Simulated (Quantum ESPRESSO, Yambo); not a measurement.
# MgH2 (P4_2/mnm): G0W0 with Yambo, start to end, part 2 of 3

Aim: the G0W0 gap of MgH2 (P4_2/mnm) on PBE, step by step.

Quantum ESPRESSO 7.5 and Yambo 5.3.0; PBE and many-body steps on it, plane waves. Known limits of the many-body steps: not at the basis limit; coarse k mesh.

So far. Step 2 (Ground state): The gap is indirect, with the least direct gap 0.77 eV higher. Step 3 (Bands along the symmetry lines): The gap is 3.756 eV, −0.139 eV from the run before at this level.

## (4) Empty states on the mesh, 4×4×4 mesh, 269 bands

Level of this step: DFT, PBE, plane waves, norm-conserving pseudopotentials (Quantum ESPRESSO).

The sums over transitions need many empty states on a uniform mesh; this step solves for them.

Input file pw.in:

```
&control
  calculation = 'nscf'
  prefix = 'x'
  outdir = 'o'
  pseudo_dir = 'pseudo'
/
&system
  ibrav = 0
  nat = 6
  ntyp = 2
  ecutwfc = 76.0
  nbnd = 269
  force_symmorphic = .true.
/
&electrons
  conv_thr = 1e-9
  electron_maxstep = 80
  diago_full_acc = .true.
  diago_thr_init = 5e-6
/
ATOMIC_SPECIES
  Mg 24.305 Mg.upf
  H 1.008 H.upf
CELL_PARAMETERS angstrom
  4.5168000000 0.0000000000 0.0000000000
  0.0000000000 4.5168000000 0.0000000000
  0.0000000000 0.0000000000 3.0205000000
ATOMIC_POSITIONS crystal
  Mg 0.0000000000 0.0000000000 0.0000000000
  Mg 0.5000000000 0.5000000000 0.5000000000
  H 0.3060000000 0.3060000000 0.0000000000
  H 0.1940000000 0.8060000000 0.5000000000
  H 0.6940000000 0.6940000000 0.0000000000
  H 0.8060000000 0.1940000000 0.5000000000
K_POINTS automatic
  4 4 4 0 0 0
```

Run with:

```console
$ OMP_NUM_THREADS=1 mpirun -n 4 pw.x -nk 4 -in pw.in > pw.out
```

What it wrote:

```text
[banner, memory and clock lines left out]
Program PWSCF v.7.5 starts

     Atomic positions and unit cell read from directory:
     o/x.save/

     Message from routine setup:
     using ibrav=0 with symmetry is DISCOURAGED, use correct ibrav instead

     G-vector sticks info

     bravais-lattice index     =            0
     lattice parameter (alat)  =       8.5355  a.u.
     unit-cell volume          =     415.8504 (a.u.)^3
     number of atoms/cell      =            6
     number of atomic types    =            2
     number of electrons       =        24.00
     number of Kohn-Sham states=          269
     kinetic-energy cutoff     =      76.0000  Ry
     charge density cutoff     =     304.0000  Ry
     Exchange-correlation= PBE
                           (   1   4   3   4   0   0   0)

     celldm(1)=   8.535515  celldm(2)=   0.000000  celldm(3)=   0.000000
     celldm(4)=   0.000000  celldm(5)=   0.000000  celldm(6)=   0.000000

     crystal axes: (cart. coord. in units of alat)
               a(1) = (   1.000000   0.000000   0.000000 )
               a(2) = (   0.000000   1.000000   0.000000 )
               a(3) = (   0.000000   0.000000   0.668726 )

     reciprocal axes: (cart. coord. in units 2 pi/alat)
               b(1) = (  1.000000  0.000000  0.000000 )
               b(2) = (  0.000000  1.000000  0.000000 )
               b(3) = (  0.000000  0.000000  1.495382 )
     Pseudo is Norm-conserving, Zval = 10.0
     Generated using ONCVPSP code by D. R. Hamann
     Using radial grid of 1510 points,  4 beta functions with:
     Pseudo is Norm-conserving, Zval =  1.0
     Generated using ONCVPSP code by D. R. Hamann
     Using radial grid of 1166 points,  3 beta functions with:
     Mg               10.00    24.30500     Mg( 1.00)
     H                 1.00     1.00800     H ( 1.00)

      8 Sym. Ops., with inversion, found

   Cartesian axes

     site n.     atom                  positions (alat units)
         1        Mg     tau(   1) = (   0.0000000   0.0000000   0.0000000  )
         2        Mg     tau(   2) = (   0.5000000   0.5000000   0.3343628  )
         3        H      tau(   3) = (   0.3060000   0.3060000   0.0000000  )
         4        H      tau(   4) = (   0.1940000   0.8060000   0.3343628  )
         5        H      tau(   5) = (   0.6940000   0.6940000   0.0000000  )
         6        H      tau(   6) = (   0.8060000   0.1940000   0.3343628  )

     number of k points=    21
                       cart. coord. in units 2pi/alat
        k(    1) = (   0.0000000   0.0000000   0.0000000), wk =   0.0312500
        k(    2) = (   0.0000000   0.0000000   0.3738454), wk =   0.0625000
        k(    3) = (   0.0000000   0.0000000  -0.7476908), wk =   0.0312500
[...]
[... 9 further rows ...]
        k(   20) = (  -0.2500000   0.2500000  -0.3738454), wk =   0.1250000
        k(   21) = (  -0.2500000   0.2500000   0.7476908), wk =   0.0625000

     Dense  grid:    37211 G-vectors     FFT dimensions: (  48,  48,  32)

     The potential is recalculated from file :
     o/x.save/charge-density

     Starting wfcs are   14 randomized atomic wfcs +  255 random wfcs

     Band Structure Calculation

     End of band structure calculation

          k = 0.0000 0.0000 0.0000 (  4651 PWs)   bands (ev):

   -71.9088 -71.9079 -38.6918 -38.6918 -38.6704 -38.6704 -38.6475 -38.6452
    -4.6632   0.3248   0.3248   1.2638   6.5099   6.8499  10.8674  10.8674
    12.7193  12.9758  13.9674  16.7642  16.7642  17.8765  18.2123  18.2123
[...]
[... 22 further rows ...]
[...]
141.7464 142.3238 142.4452 142.4452 142.6533

          k = 0.0000 0.0000 0.3738 (  4644 PWs)   bands (ev):

[...]
[... 22 further rows ...]
[...]
143.9048 143.9048 144.6648 144.6648 144.9688

          k = 0.0000 0.0000-0.7477 (  4632 PWs)   bands (ev):

[...]
57.8105  57.8105  58.3780  58.3780  59.2255  59.2255  61.1411  61.1411
     [... 22 further rows ...]
   136.8582 136.8582 137.3560 137.3560 143.3839 143.3839 144.0257 144.0257
   144.4731 144.4731 145.1659 145.1659 145.2975

          k = 0.0000 0.2500 0.0000 (  4636 PWs)   bands (ev):

     [... further k-points ...]

     highest occupied, lowest unoccupied level (ev):     1.7041    5.5994

     XML data file, pseudopotentials, collected wavefunctions
```

Wall time 57 s (4 MPI ranks of Intel Xeon Platinum 8259CL at 2.50GHz (Skylake/Cascade Lake), shared host); peak memory 0.67 GiB; 3.8 min of CPU time.

This step gave:

```yaml
gap: 3.895 eV
k_of_the_valence_top: 0, 0.25, 0
k_of_the_conduction_bottom: -0.5, -0.5, -0.5
least_direct_gap: 4.666 eV
k_points_computed: 21
lowest_point_of_the_top_converged_band_above_the_valence_top: 140.9492 eV
```

On this mesh the gap is 3.895 eV.

## (5) Conversion and set-up

This step: Yambo 5.3.0; conversion and set-up on PBE, plane waves, norm-conserving pseudopotentials.

The states are converted to the many-body program's format and the q mesh is built.

Run with:

```console
$ (cd o/x.save; p2y > p2y.log; mv SAVE ../..); yambo > setup.log
```

What it wrote:

```text
 Yambo, version 5.3.0

 [02] CORE Variables Setup
 =========================

  [02.01] Unit cells
  ==================

  Cell kind             :  Unknown
  Atoms in the cell     :  Mg  H
  number of Mg atoms    :  2
  number of H  atoms    :   4

  List of atomic masses
  Mass of Mg    :  24.30500
  Mass of H     :  1.008000

  List of atomic coordinates    : [cc]
  Mg1       :  0.000000  0.000000  0.000000  order 1
  Mg2       :  4.267757  4.267757  2.853959  order 2
  H1       :  2.611868  2.611868  0.000000  order 3
  H2       :  1.655890  6.879625  2.853959  order 4
  H3       :  5.923647  5.923647  0.000000  order 5
  H4       :  6.879625  1.655890  2.853959  order 6

  Alat factors          :  8.535515  8.535515  5.707918 [a.u.]
  Direct lattice volume :  415.8504 [a.u.]
  Direct lattice vectors:  A[ 1 ]  A[ 2 ]  A[ 3 ]
   A[ 1 ]:  1.000000  0.000000  0.000000  [iru]
   8.535515  0.000000  0.000000  [cc]
   A[ 2 ]:  0.000000  1.000000  0.000000  [iru]
   0.000000  8.535515  0.000000  [cc]
   A[ 3 ]:  0.000000  0.000000  1.000000  [iru]
   0.000000  0.000000  5.707918  [cc]

  Recip. lattice volume :  0.596489 [a.u.]
  Recip. lattice vectors:  B[ 1 ]  B[ 2 ]  B[ 3 ]
   B[ 1 ]:  1.000000  0.000000  0.000000  [iku]
   0.736123  0.000000  0.000000  [cc]
   B[ 2 ]:  0.000000  1.000000  0.000000  [iku]
   0.000000  0.736123  0.000000  [cc]
   B[ 3 ]:  0.000000  0.000000  1.000000  [iku]
   0.000000  0.000000  1.100784  [cc]

  [02.02] Symmetries
  ==================

  Inversion symmetry    : yes
  Spatial inversion     : yes
  Inversion index       :   5
  K-space Time-reversal : no
  Magnetic symmetries   : no
  Group table correct   : yes
  Symmetries units      :  [cc]

   [S 1]:  1.000000  0.000000  0.000000  0.000000  1.000000  0.000000  0.000000  0.000000  1.000000
   [S 2]: -1.000000  0.000000  0.000000  0.000000 -1.000000  0.000000  0.000000  0.000000  1.000000
   [S 3]:  0.000000  1.000000  0.000000  1.000000  0.000000  0.000000  0.000000  0.000000 -1.000000
[...]
[S 7]:  0.000000 -1.000000  0.000000 -1.000000  0.000000  0.000000  0.000000  0.000000  1.000000
   [S 8]:  0.000000  1.000000  0.000000  1.000000  0.000000  0.000000  0.000000  0.000000  1.000000

  [02.03] Reciprocal space
  ========================

  nG shells         :  2243
  nG charge         :   37211
  nG WFs            :   5977
  nC WFs            :   4696
  G-vecs. in first 80 shells:  [ Number ]
     1    5    9   11   19   23   31   39   47
    63   67   69   73   81   89   97  105  113
   129  137  145  161  177  181  189  197  205
[...]
713   729   745   753   761   777   793   809
  ...
  Shell energy in first 80 shells:  [ mHa ]
[...]
8974.96      9196.91      9211.90      9275.89      9467.85      9693.81      9753.78      9787.78      9817.76
[...]
K [14]         [rlu]:  0.250000 -0.500000  0.250000
         WF components:   4660
  [... 6 further k-points ...]
  K [21]         [rlu]: -0.250000  0.250000  0.500000
         WF components:   4650

  [02.05] Energies & Occupations
  ==============================

  [X] === General ===
  [X] Electronic Temperature                        :  0.000000  0.000000 [eV K]
  [X] Bosonic    Temperature                        :  0.000000  0.000000 [eV K]
  [X] Finite Temperature mode                       : no
  [X] El. density                                   :  0.38947E+24 [cm-3]
  [X] Fermi Level                                   :  1.704140 [eV]

  [X] === Gaps and Widths ===
  [X] Conduction Band Min                           :  3.895282 [eV]
  [X] Valence Band Max                              :  0.000000 [eV]
  [X] Filled Bands                                  :  12
  [X] Empty Bands                                   :   13  269
  [X] Direct Gap                                    :  4.665746 [eV]
  [X] Direct Gap localized at k                     :  21
  [X] Indirect Gap                                  :  3.895282 [eV]
  [X] Indirect Gap between kpts                     :   4  18
  [X] Last valence band width                       :  2.647368 [eV]
  [X] 1st conduction band width                     :  5.219411 [eV]

  E @ K [ 1]:  [eV]
  -73.61292 -73.61204 -40.39591 -40.39591 -40.37455 -40.37455 -40.35167 -40.34932
[...]
occ @ K [ 1]
[...]
E @ K [ 2]:  [eV]
[...]
occ @ K [ 2]
[...]
E @ K [ 3]:  [eV]
[...]
occ @ K [ 3]
[...]
E @ K [ 8]:  [eV]
[...]
occ @ K [ 8]
[...]
E @ K [ 9]:  [eV]
[...]
occ @ K [ 9]
[...]
E @ K [10]:  [eV]
[...]
occ @ K [10]
[...]
E @ K [11]:  [eV]
[...]
occ @ K [11]
[...]
E @ K [12]:  [eV]
[...]
occ @ K [12]
[...]
E @ K [13]:  [eV]
[...]
occ @ K [13]
[...]
E @ K [14]:  [eV]
[...]
occ @ K [14]
[...]
[... 6 further k-points ...]
  E @ K [21]:  [eV]
[...]
occ @ K [21]
[...]
2.000000  2.000000  2.000000  2.000000  0.000000  0.000000  0.000000  0.000000
   0.000000  0.000000  0.000000  0.000000  0.000000  0.000000  0.000000  0.000000

 [03] Transferred momenta grid and indexing
 ==========================================

 IBZ Q-points                                      :  21
 BZ  Q-points                                      :   64

 K/Q-points units:
 rlu = crystal or reduced units; cc = cartesian coordinates; iku = interal k-units

 Q [ 1]         [rlu]:  0.000000  0.000000  0.000000
 Q [ 2]         [rlu]:  0.000000  0.000000  0.250000
 Q [ 3]         [rlu]:  0.000000  0.000000 -0.500000
[...]
Q [ 8]         [rlu]:  0.000000 -0.500000  0.250000
 Q [ 9]         [rlu]:  0.000000 -0.500000 -0.500000
 Q [10]         [rlu]:  0.250000  0.250000  0.000000
     [... 9 further rows ...]
 Q [20]         [rlu]: -0.250000  0.250000 -0.250000
 Q [21]         [rlu]: -0.250000  0.250000  0.500000

  [03.01] X indexes
  =================

   [03.01.01] Sigma indexes
   ========================

 [06] Game Over & Game summary
```

It took 3.1 s on 1 MPI rank; peak memory 0.25 GiB.

(Continued in part 3 of 3.)

[Paths, hosts, dates, memory and timing lines, banners, echoed tables and standing remarks are left out of the program output.]

[Logs are printed without paths, hosts, clocks, repeated set-up lines and the standing remarks that a program may print on its own settings, such as how far it seeks lower states.]

[Runs of the session that timed out or met a known fault of the program may be left out.]

[Hosts, paths, dates, database ids (printed as entryN), source tags and the programs' standing remarks are cut or masked in the printed files.]
